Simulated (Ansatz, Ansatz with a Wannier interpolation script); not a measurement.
**Sb (buckled honeycomb monolayer): quasiparticle bands by Wannier interpolation**

G0W0 gives levels on a mesh alone; what do the bands of Sb (buckled honeycomb monolayer) look like between the points?

Calculated with Ansatz 0.2.0; LDA, Wannier functions and G0W0, plane waves, PAW.

**The experiments to reproduce.**

- Gap 2.21 eV: optical gap from PL emission peak; photoluminescence, 355 nm excitation; monolayer (antimonene on antimony oxide after hydrogen reduction) (“Ultrathin high-κ antimony oxide single crystals”, 2020, pmc:7237679).

## (1) The structure

The cell holds 2 atoms: 2 Sb. Its edges and angles: a = 4.019 Å, b = 4.019 Å, c = 26.400 Å, α = 90.0°, β = 90.0°, γ = 120.0°. Vacuum lies along c.

The structure was relaxed with LDA. The structure was generated from a model, not taken from a measurement. The runs that relaxed it are not among those shown. Spin-orbit coupling is left out unless a step names it. The default PAW set here is soft_2. Its files were made with PBE. The Coulomb interaction is cut off across the vacuum.

## (2) LDA bands

Levels along a band path, at the cheap level, show where the edges lie and whether the meshes to come will hold them.

This step: DFT, LDA, plane waves, PAW.

input.yaml

```yaml
crystal:
  lattice:
    - [4.0191575202, 0.0, 0.0]
    - [-2.0095787601, 3.4806925143, 0.0]
    - [0.0, 0.0, 26.4]
  atoms:
    - { symbol: Sb, position: [0.3333333333, 0.6666666667, 0.469352981] }
    - { symbol: Sb, position: [0.6666666667, 0.3333333333, 0.530647019] }
  periodic: [true, true, false]
kpoints:
  mp_grid: { grid: [6, 6, 1] }
  band_path:
    path:
      - [0, 0, 0]
      - [0.5, 0, 0]
      - [0.3333333333333, 0.3333333333333, 0]
      - [0, 0, 0]
    npoints: 10
hamiltonian:
  xc: lda
scf:
  occupations: { method: fermi_dirac, width: 0.02 }
  n_extra_bands: 181
output:
  eigenvalues: true
  forces: true
  stress: true
  fatbands: true
  write_density: true
  write_potential: true
  elf: true
  volumetric_format: npy
```

The run is started by

```sh
$ ansatz run input.yaml --threads 12 --pin off --max-ram 27648MiB --backend cpu --events-out ev --progress --plain --runs-dir out
```

Numbers of over 12 decimals in the logs are rounded to 6 here.

Output:

```text
scf.n_extra_bands = 181 over 15 filled bands (N_el = 30.0): the run solves 196 bands
Engine: ansatz 0.2.0, x86_64-unknown-linux-gnu
Pseudopotentials: kind: paw
Pseudopotential: Sb, paw, valence charge 15, recommended cutoff 420 eV (normal), Sb.paw.azcp
Functional definition: SPW92
  exchange = slater_x
  correlation = pw_c
Crystal: 2 atoms, lattice volume = 369.322 Å³
Basis set: ecut = 420 eV, 7277 PW (Γ)
Bands: 196, of which v1, the nominal top of the filled ones, is band 15 counted from 1 (14 counted from 0)
Symmetry: 12 space group operations
Space group: P-3m1 (ITA 164), of the structure as read, at distance tolerance 7.2e-5 Å
k-points: 7 of 36
Non-local potential: Sb, projectors of the file, l = 0: 2, l = 1: 2, l = 2: 2, l = 3: 2
PAW form: soft (Blöchl's): semilocal exchange-correlation on the pseudo side does not see the compensation charge
PAW frozen core: Sb, regenerated for the run's functional, and the local potential with it (the file was generated under x = pbe(κ = 0.804, μ = 0.219515), c = pbe(β = 0.066725))
PAW one-centre angular grid: Sb, 590 points (default); XC on 64 Gauss nodes
Initial density: superposition of atomic densities (neutral atoms: chi_scale 0, normalization atom), corrected by the library's trained network
Initial wavefunctions: pseudopotential atomic-orbital guess
Functional: x = slater, c = lda
SCF iter   1: F=—  HF=-12671.146710 eV  |F-HF|=—  |Δ(HF+E_count)|=         —  Δρ=2.60e-3  dr2=1.63e-2  ethr=1.77e-3  ⟨swp⟩=5.9  Hψ=7353  notcnv=0  defer=803
preconditioner: auto → none  [insulator: Δε(μ)=1.178 eV  Ē_g=29.977 eV  σ=0.020 eV  W_gap=1.00  n_scr=14 (ndim 8)  ℏωp=6.1 eV  f_vac=0.773  D(μ)=0.00/eV (n_scr^D=0)  ε∞_Penn≈1.0]
SCF iter   2: F=—  HF=-12671.140496 eV  |F-HF|=—  |Δ(HF+E_count)|=   6.21e-3  Δρ=1.10e-3  dr2=1.83e-3  ethr=5.43e-5  ⟨swp⟩=2.6  Hψ=1645  notcnv=0  defer=1230
SCF iter   3: F=—  HF=-12671.140850 eV  |F-HF|=—  |Δ(HF+E_count)|=   3.54e-4  Δρ=2.40e-4  dr2=2.12e-4  ethr=6.08e-6  ⟨swp⟩=2.0  Hψ=278  notcnv=0  defer=1232
SCF iter   4: F=—  HF=-12671.140890 eV  |F-HF|=—  |Δ(HF+E_count)|=   3.98e-5  Δρ=6.20e-5  dr2=1.81e-5  ethr=7.07e-7  ⟨swp⟩=3.4  Hψ=290  notcnv=0  defer=1232
SCF iter   5: F=—  HF=-12671.140910 eV  |F-HF|=—  |Δ(HF+E_count)|=   2.09e-5  Δρ=1.27e-5  dr2=5.79e-7  ethr=6.05e-8  ⟨swp⟩=2.6  Hψ=916  notcnv=0  defer=1233
SCF iter   6: F=-12671.140911 eV  HF=-12671.140911 eV  |F-HF|=2.51e-9  |Δ(HF+E_count)|=   3.62e-7  Δρ=2.18e-6  dr2=1.50e-8  ethr=3.33e-10  ⟨swp⟩=34.1  Hψ=18323  notcnv=0
SCF 1 converged in 6 iterations: F = -12671.140911 eV  dr2 = 1.50e-8
[...]
NSCF: frozen V_eff on 31 k-points
WARN: The output density's exchange-correlation potential varies sharply where the density is thin. Do not read a vacuum level from v_tot or v_xc, or from such a field of the output density. On a cell that repeats whose density bears no net charge and no dipole along the vacuum's axis use v_es (v_loc + v_h of the components); under efield.dipole_correction with no amplitude use v_es + v_field, which holds any externa [...]
SCF converged after 6 iterations
Free energy (F): -12671.140911 eV
Harris-Foulkes:  -12671.140911 eV  (|F-HF|=2.51e-9)
Internal energy: -12671.140911 eV  (E = F + TS)
E sigma→0 (E₀):  -12671.140911 eV
Fermi energy:    -4.395298 eV
--- Per-component energies (eV) ---
  E_band       = -764.322004
  E_kinetic    = 416.723889
  E_local      = -35338.415397  (includes V_loc(G=0)·N_el)
  E_nonlocal   = 732.888306
  E_hartree    = 17304.430835
  E_xc         = -275.031026
  E_vxc        = -193.717052  (∫ρ·V_xc dr)
  E_paw        = -8853.254454  (= ΣΔE_a)
  E_vpaw       = -990.663215  (= ΣTr[D̂ρ^β])
  E_aug_tail   = -0.000004  (compensation charges beyond the density's cutoff)
  E_ewald      = 13340.399292
  E_core_change = 1.117647  (= ΣΔE_core)
  E_smearing   = -0.000000  (= −TS)
  E_closure    = 0.000000  (closes the sum)
  Σ components = -12671.140911   (vs F -12671.140911, Δ=0.00e0)
--- Forces (eV/Å), atoms counted from 1 ---
  atom   1  Sb     0.00000000     0.00000000     0.00550444
  atom   2  Sb     0.00000000    -0.00000000    -0.00550444
  max |Σ_I F_I| component: 9.25e-18 eV/Å
--- 2D stress c σ (N/m, compression-positive) ---
       -0.037937      -0.000000      -0.000000
       -0.000000      -0.037937      -0.000000
        0.000000       0.000000       0.000000
  P = ½ c Tr σ = -0.0379 N/m
--- Band table (eV; the first three rows and the last of 7) ---
  k-point 0: bands = [... 11 lower, -11.4940, -5.7760, -4.9531, -4.9531, -3.2903, -2.0951, -2.0951, -0.6197, ... 177 higher]
  k-point 1: bands = [... 11 lower, -11.4771, -6.9191, -5.6414, -5.5548, -3.2069, -1.5751, -1.5442, -0.2587, ... 177 higher]
  k-point 2: bands = [... 11 lower, -12.0179, -8.2707, -6.3425, -5.9122, -3.8155, -1.9393, -1.2950, 0.4713, ... 177 higher]
  k-point 6: bands = [... 11 lower, -13.7069, -8.8132, -6.9317, -6.9317, -3.6632, -1.3688, -1.3688, 1.6007, ... 177 higher]
  ° read free of the cell's end (the report's vacuum.weakly_bound_levels)
```

Elapsed: 9.6 s, on 12 threads of Intel Xeon 6975P-C (Granite Rapids), shared host; peak memory 3.3 GiB; 1.7 min of CPU time.

Numbers from this step:

| Item | Value |
| --- | --- |
| filled bands | 15 |
| gap | 1.125 eV |
| valence top at | Γ |
| conduction bottom at | k = (0.300, 0.000, 0.000) |
| least direct gap | 1.663 eV |

The gap is indirect, with the least direct gap 0.54 eV higher.

The electronic bands at the labelled points (eV, zero at the top of the highest nominally filled band):

```
  point  band 12  band 13  band 14  band 15  band 16  band 17  band 18  band 19
      Γ    -6.54    -0.82     0.00     0.00     1.66     2.86     2.86     4.33
halfway    -6.65    -2.89    -1.04    -0.68     1.24     3.49     3.60     4.92
      M    -8.04    -3.21    -1.69    -1.67     1.55     2.32     3.62     4.96
halfway    -8.16    -3.40    -2.31    -1.65     1.90     2.96     3.23     5.43
      K    -8.75    -3.86    -1.98    -1.98     1.29     3.58     3.58     6.55
halfway    -6.77    -2.91    -2.03    -0.65     2.11     2.75     3.86     5.28
      Γ    -6.54    -0.82     0.00     0.00     1.66     2.86     2.86     4.33
```

The electronic bands as a text plot (rows in eV, shown from -8.0 to 5.6 only):

```
    5.3 |+      ++++++++++++   +++++                +++++       +
    4.7 |+++++++++++        +++                       +++++++++++
    4.2 |+++                                 +++++++         ++++
    3.6 |     ++++++++++++++++++++   ++++++++       +++++++++
    3.0 |+++++++    ++++          ++++     ++++     +++++    ++++
    2.5 |               +++++++++++            +++++     +++++++
    1.9 |+++++++              ++  +++        +++++  +++++    ++++
    1.3 |       ++++++++++++++       ++++++++
    0.8 |
    0.2 |***                                                    *
   -0.4 | ******                                    *****  *****
   -0.9 |***************                       *****     ********
   -1.5 |     **    ********************   ****       ***  **
   -2.1 |                      **************       **   **
   -2.6 |       ****                         *******  ***
   -3.2 |           ****************           *******
   -3.8 |                           ***********
   -4.3 |
   -4.9 |
   -5.5 |
   -6.0 |
   -6.6 |*************                              *************
   -7.2 |             **                          **
   -7.7 |               ****                 *****
         Γ                   M           K                      Γ
```

Valence density in the ca plane at fractional y = 0.333, with atoms of Sb within 0.2 Å of it. It is the smooth field of the valence electrons, not physical close to the nuclei.

Values in units of 1e0 e/Å³, 6 rows by 16 columns, each cell a mean:
```
0.0 0.0 0.0 0.0 0.0 0.0 0.0 0.0 0.0 0.2 0.6 0.8 0.1 0.0 0.0 0.0
0.0 0.0 0.0 0.0 0.0 0.0 0.0 0.0 0.0 0.1 4.2 7.4 0.2 0.0 0.0 0.0
0.0 0.0 0.0 0.0 0.0 0.0 0.0 0.0 0.0 0.1 2.7 4.7 0.2 0.0 0.0 0.0
0.0 0.0 0.0 0.0 0.0 0.0 0.0 0.0 0.1 0.2 0.4 0.4 0.1 0.0 0.0 0.0
0.0 0.0 0.0 0.0 0.0 0.0 0.0 0.0 0.1 0.3 0.2 0.1 0.0 0.0 0.0 0.0
0.0 0.0 0.0 0.0 0.0 0.0 0.0 0.0 0.1 0.2 0.2 0.1 0.0 0.0 0.0 0.0
```
Columns run along c (16.0 Å, from fractional 0.11 to 0.72 of the cell), rows up along a (4.0 Å). Atoms in or near the plane, at fractional coordinates: Sb at (0.53, 0.67).

Electrostatic potential energy in the ca plane at fractional y = 0.333, with atoms of Sb within 0.2 Å of it. With pseudopotentials it is smooth inside the atoms' cores, unlike the true potential.

Values in eV, 6 rows by 16 columns, each cell a mean:
```
  0   0   0   0   0   0   0   0  -1  -4 -15 -18  -3   0   0   0
  0   0   0   0   0   0   0   0  -1  -4 -27 -29  -6   0   0   0
  0   0   0   0   0   0   0   0  -1  -4 -25 -28  -5   0   0   0
  0   0   0   0   0   0   0   0  -2  -4 -11 -12  -2   0   0   0
  0   0   0   0   0   0   0   0  -3  -9  -4  -2  -1   0   0   0
  0   0   0   0   0   0   0   0  -3  -8  -5  -3  -1   0   0   0
```
Columns run along c (16.0 Å, from fractional 0.11 to 0.72 of the cell; values clipped at the 3rd and 97th percentile), rows up along a (4.0 Å). Atoms in or near the plane, at fractional coordinates: Sb at (0.53, 0.67).

## (3) Wannier functions (Sb:5p) on 12×12×1

Localised functions give a small Hamiltonian that interpolates between mesh points at no cost.

This step: maximally localised Wannier functions, LDA, plane waves, PAW.

input.yaml, the sections that differ from step 2:

```yaml
kpoints:
  mp_grid: { grid: [6, 6, 1] }
scf:
  occupations: { method: fixed }
  n_extra_bands: 181
output:
  wannier:
    kmesh: [12, 12, 1]
    projections: [{ species: Sb, l: p, shell: 5 }]
    minimise: true
    write_hr: true
    seedname: w
    conv_tol: 1.0e-07
    max_iter: 4000
    disentanglement:
      window: [-8.96, 0.87]
      frozen_window: [-8.96, -2.13]
      conv_tol: 1.0e-08
# crystal, hamiltonian: as in step 2
```

Output:

```text
[...]
Crystal: 2 atoms, lattice volume = 369.322 Å³
Basis set: ecut = 420 eV, 7277 PW (Γ)
Bands: 196, of which v1, the nominal top of the filled ones, is band 15 counted from 1 (14 counted from 0)
Symmetry: 12 space group operations
[...]
k-points: 7 of 36
[...]
SCF iter   1: F=—  HF=-12671.146588 eV  |F-HF|=—  |Δ(HF+E_count)|=         —  Δρ=2.61e-3  dr2=1.66e-2  ethr=1.77e-3  ⟨swp⟩=4.4  Hψ=4794  notcnv=0  defer=1227
[...]
SCF iter   6: F=-12671.140911 eV  HF=-12671.140911 eV  |F-HF|=5.86e-9  |Δ(HF+E_count)|=   3.75e-7  Δρ=1.98e-6  dr2=1.14e-8  ethr=3.33e-10  ⟨swp⟩=25.0  Hψ=19306  notcnv=0
SCF 1 converged in 6 iterations: F = -12671.140911 eV  dr2 = 1.14e-8
[...]
NSCF: frozen V_eff on 22 k-points
the Wannier pass solved 22 of the 144 points of its mesh, and has the states at the others by symmetry: states obtained by the crystal's operations at points that were solved too leave a residual of 6.85e-13 eV (read by the count's bands and the next), within 1.11e-5 eV
SCF converged after 6 iterations
Free energy (F): -12671.140911 eV
[...]
Internal energy: -12671.140911 eV  (E = F + TS)
E sigma→0 (E₀):  -12671.140911 eV
Fermi energy:    -4.953094 eV
[...]
--- Band table (eV; the first three rows and the last of 7) ---
  k-point 0: bands = [... 11 lower, -11.4940, -5.7760, -4.9531, -4.9531, -3.2903, -2.0951, -2.0951, -0.6197, ... 177 higher]
  k-point 1: bands = [... 11 lower, -11.4770, -6.9191, -5.6414, -5.5549, -3.2069, -1.5751, -1.5442, -0.2586, ... 177 higher]
  k-point 2: bands = [... 11 lower, -12.0179, -8.2707, -6.3425, -5.9122, -3.8155, -1.9393, -1.2950, 0.4713, ... 177 higher]
  k-point 6: bands = [... 11 lower, -13.7069, -8.8132, -6.9317, -6.9317, -3.6632, -1.3688, -1.3688, 1.6007, ... 177 higher]
  ° read free of the cell's end (the report's vacuum.weakly_bound_levels)
Wannier search: line search 1 of at most 4000: gauge-dependent spread (as the search counts it) 0.9849474 Å², largest recent change 1.9e-1 Å² and fall left 4.8e-5 Å² against conv_tol 1.0e-7 Å², 0 stops escaped
```

The job ended after 17 s (12 threads; peak memory 4.1 GiB; 3 min of CPU time).

This step gave:

| Property | Result |
| --- | --- |
| gauge-invariant spread | 22.62 Å² |
| diagonal spread | 0.1751 Å² |
| off-diagonal spread | 0.7094 Å² |
| total spread | 23.50 Å² |
| least projectability | 0.4129 |
| localisation steps | 24 |
| disentanglement steps | 51 |
| r.m.s. interpolation error | 6.27e-4 eV |
| r.m.s. error near the gap | 6.93e-4 eV |

Near the gap the model misses directly solved bands by 0.7 meV r.m.s. and by 2 meV at most in the window tested. This tests the starting bands, not the corrections carried with them.

Wannier functions, by row:

```
function   x (Å)  y (Å)  z (Å)  spread (Å²)  nearest atom  distance (Å)
       1  -0.143  2.403  12.34        3.917           Sb1         0.172
       2   0.143  2.403  12.34        3.917           Sb1         0.172
       3       0  2.156  12.34        3.917           Sb1         0.172
       4   2.152  1.078  14.06        3.917           Sb2         0.172
       5   1.867  1.078  14.06        3.917           Sb2         0.172
       6    2.01  1.325  14.06        3.917           Sb2         0.172
```

Frozen up to 2.82 eV; above it the model need not follow the bands. The electronic bands at the labelled points (eV, zero at the valence-band top):

```csv
point,band 13,band 14,band 15,band 16,band 17,band 18
Γ,-0.82,0.00,0.00,1.66,2.86,2.86
halfway,-2.89,-1.04,-0.68,1.24,3.55,3.60
M,-3.21,-1.69,-1.67,1.55,2.32,3.62
halfway,-3.40,-2.31,-1.65,1.90,2.96,3.23
K,-3.86,-1.98,-1.98,1.29,3.58,3.58
halfway,-2.91,-2.03,-0.65,2.11,2.75,3.87
Γ,-0.82,0.00,0.00,1.66,2.86,2.86
```

The same for Kohn-Sham, solved directly:

```csv
point,band 13,band 14,band 15,band 16,band 17,band 18
Γ,-0.82,0.00,0.00,1.66,2.86,2.86
M,-3.21,-1.69,-1.67,1.55,2.32,3.62
K,-3.86,-1.98,-1.98,1.29,3.58,3.58
Γ,-0.82,0.00,0.00,1.66,2.86,2.86
```

The first set of electronic bands as a text plot (rows in eV, shown from -3.9 to 2.9 only):

```
    2.7 |+++            ++        +          ++     +++++++  ++++
    2.4 |                 +++++                +++++       ++
    2.2 |   ++                 ++++            ++++++++++++  +++
    1.9 | ++  ++               +   +
    1.6 |+      ++        +++++     ++       ++                 +
    1.3 |         ++    ++            +++++++
    1.0 |           ++++
    0.8 |
    0.5 |
    0.2 |
   -0.1 |***                                                 ****
   -0.4 | ****                                             *****
   -0.6 |   ********                                *********
   -0.9 |*****    ******                       *****     **  ****
   -1.2 |           **  **                                 **
   -1.5 |             ******                 **       ***
   -1.8 |     **          ***************  **
   -2.0 |                       **      ***         **   **
   -2.3 |       **                ******   **
   -2.6 |                                    **   **  ***
   -2.9 |         **                           *******
   -3.2 |           **    ********             ***
   -3.4 |             ****        ***        **
   -3.7 |                            ********
         Γ                   M           K                      Γ
```

(Part 1 of 2 ends here.)

[Paths, hosts, dates, memory and timing lines, banners, echoed tables and standing remarks are left out of the program output.]

[Logs are printed without paths, hosts, clocks, repeated set-up lines and the standing remarks that a program may print on its own settings, such as how far it seeks lower states.]

[Runs of the session that timed out or met a known fault of the program may be left out.]

[Hosts, paths, dates, database ids (printed as entryN), source tags and the programs' standing remarks are cut or masked in the printed files.]
